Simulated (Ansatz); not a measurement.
# CdTe (F-43m): spin-orbit coupling beyond the local functionals

Wanted: gaps of CdTe (F-43m) with and without spin-orbit coupling, with cost.

Main program and level: Ansatz 0.2.0; density functionals with and without spin-orbit coupling, plane waves, PAW.

**The experiments to reproduce.**

- Gap 1.48 ± 0.02 eV: direct optical gap from Tauc analysis, 1.5 h deposition; UV-vis diffuse reflectance; film (electrodeposited 1.5 h on FTO, Te-rich) (“Electrodeposition of CdTe Thin Films for Solar Energy Water Splitting”, 2020, pmc:7177234).

- Gap 1.592 eV: near-band-edge L1 bound-exciton energy extrapolated to 0 K (Varshni), slightly below the true gap; temperature-dependent photoluminescence; 0 K; bulk crystal (vertical Bridgman single crystal) (“Photoluminescence characteristics of Cd1-xMnxTe single crystals grown by the vertical Bridgman method”, 2012, pmc:3275455).

- Gap 1.32 ± 0.02 eV: direct optical gap from Tauc analysis, 2.5 h deposition; UV-vis diffuse reflectance; film (electrodeposited 2.5 h on FTO, nearly stoichiometric) (“Electrodeposition of CdTe Thin Films for Solar Energy Water Splitting”, 2020, pmc:7177234).

Report form: the programs' logs are mostly left out.

### 1. The starting structure

It takes space group F-43m (No. 216, cubic). Conventional cell: a = 6.480 Å, b = 6.480 Å, c = 6.480 Å, α = 90.00°, β = 90.00°, γ = 90.00°. Cd has 4 Te at 2.81 Å nearest. Te has 4 Cd at 2.81 Å nearest. Farther neighbours and most contacts between anions are not listed.

The cell and positions come from the Crystallography Open Database and are kept as given unless a step says otherwise. Spin-orbit coupling is left out unless a step names it. The default PAW set here is soft_2. Its files were made with PBE.

### 2. HSE06, 4×4×4 mesh

This step: DFT, HSE06, plane waves, PAW.

input.yaml reads:

```yaml
crystal:
  lattice:
    - [0.0, 3.24, 3.24]
    - [3.24, 0.0, 3.24]
    - [3.24, 3.24, 0.0]
  atoms:
    - { symbol: Cd, position: [0.0, 0.0, 0.0] }
    - { symbol: Te, position: [0.25, 0.25, 0.25] }
kpoints:
  mp_grid: { grid: [4, 4, 4] }
  band_path:
    path:
      - [0.0, 0.0, 0.0]
      - [-0.5, -0.5, 0.0]
      - [-0.375, -0.375, 0.25]
      - [-0.375, 0.0, 0.375]
      - [0.0, 0.0, 0.5]
      - [-0.5, -0.25, 0.25]
    npoints: 1
hamiltonian:
  xc: hse06
scf:
  occupations: { method: fixed }
  n_extra_bands: 4
output:
  eigenvalues: true
```

Command:

```console
> ansatz run input.yaml --threads 3 --pin off --max-ram 92160MiB --backend cuda --events-out ev --progress --plain --runs-dir out --devices 1 --max-vram 13GiB
```

Run time: 19 s. Hardware: 1 × NVIDIA H100 80GB HBM3 (shared by 6 runs) with 3 threads of AMD EPYC 7R13 (Zen 3), shared host; peak memory 1.1 GiB.

This step gave:

```yaml
gap: 1.654 eV
valence_top_at: Γ
conduction_bottom_at: Γ
least_direct_gap: 1.654 eV
exact_exchange_fraction: 0.25
```

The gap is direct, at Γ.

### 3. HSE06+SOC, 4×4×4 mesh

The many-body steps leave out spin-orbit coupling, so its effect is taken from a two-component run, with twice the bands.

This step: DFT, HSE06 with spin-orbit coupling, plane waves, PAW.

input.yaml, as its differences from that of step 2:

```diff
@@ -22,4 +22,7 @@
 scf:
-  occupations: { method: fixed }
-  n_extra_bands: 4
+  occupations: { method: fermi_dirac, width: 0.02 }
+  n_extra_bands: 8
+magnetization:
+  noncollinear: true
+  spin_orbit: true
 output:
```

It took 35 s on 1 × NVIDIA H100 80GB HBM3 (shared by 6 runs) with 3 threads; peak memory 1.4 GiB.

This step gave:

```
gap                     : 1.353 eV
valence top at          : Γ
conduction bottom at    : Γ
least direct gap        : 1.353 eV
exact-exchange fraction : 0.25
```

The gap stands −0.30 eV against HSE06.

### 4. Together

Times are wall times on 1 × NVIDIA H100 80GB HBM3 (shared by 6 runs) with 3 threads of AMD EPYC 7R13 (Zen 3), shared host, good to a factor of about two.

```
level  gap (eV)  with coupling (eV)  change (eV)  time  with coupling
HSE06      1.65                1.35        −0.30  19 s           35 s
```

### 5. What came out

```
HSE06     : 1.65 eV
HSE06+SOC : 1.35 eV
```

Spin-orbit coupling changes the gap by −0.30 eV and the least direct gap by −0.30 eV. Against experiment, by HSE06+SOC: the direct gap of 1.35 eV lies −0.13 eV from the measured 1.48 ± 0.02 eV (direct, 2020); the direct gap of 1.35 eV lies −0.24 eV from the measured 1.592 eV (exciton, 0 K, 2012); the direct gap of 1.35 eV lies +0.03 eV from the measured 1.32 ± 0.02 eV (direct, 2020). An exciton line or allowed optical edge lies below the quasiparticle gap by the binding energy; a forbidden edge can push the onset above it. The lattice is static and excitons are left out.

[Paths, hosts, dates, memory and timing lines, banners, echoed tables and standing remarks are left out of the program output.]

[Logs are printed without paths, hosts, clocks, repeated set-up lines and the standing remarks that a program may print on its own settings, such as how far it seeks lower states.]

[Runs of the session that timed out or met a known fault of the program may be left out.]

[Cells called generated may have been cut or substituted from an entry of the Crystallography Open Database or the Materials Project.]

[Hosts, paths, dates, database ids (printed as entryN), source tags and the programs' standing remarks are cut or masked in the printed files.]
